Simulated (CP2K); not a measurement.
Two runs for the C K edge of formyl fluoride. Run A: CP2K XAS_TDP, all-electron GAPW, PBEh(45%), aug-cc-pVTZ, TDA, no relativity. Run B differs in one setting.

First lines with a strength over 0.0015. A:

```csv
atom,energy (eV),states,"strength, one atom"
"C2 (bonded to F, O and H)",283.16,1,0.0782
,288.38,1,0.0318
,288.50,1,0.0279
,289.99,1,0.0100
,290.19,1,0.0058
```

B:

```csv
atom,energy (eV),states,"strength, one atom"
"C2 (bonded to F, O and H)",285.09,1,0.0826
,290.37,1,0.0440
,290.52,1,0.0254
,292.14,1,0.0118
,292.37,1,0.0062
```

**Question.** Which was it: GW2X switched on, the functional, scalar relativity switched on, the basis?

The functional (functional from PBEh(45%) to BHandHLYP; the lines alone don't name the new value). A functional moves all lines by electronvolts and changes their spacings and strengths. Against PBEh(45%) in aug-cc-pVTZ, the leading line moves by +1.93 eV, to 285.09 eV; the strength of C2's goes from 0.0782 to 0.0826. The next line of C2 over the strength cut lies 5.28 eV higher, against 5.22.

[Banner, clock and machine lines of the logs are left out without a mark of their own.]

[Logs are printed without paths, hosts, clocks, repeated set-up lines and the standing remarks that a program may print on its own settings, such as how far it seeks lower states.]

[Hosts, paths, dates, database ids (printed as entryN), source tags and the programs' standing remarks are cut or masked in the printed files.]
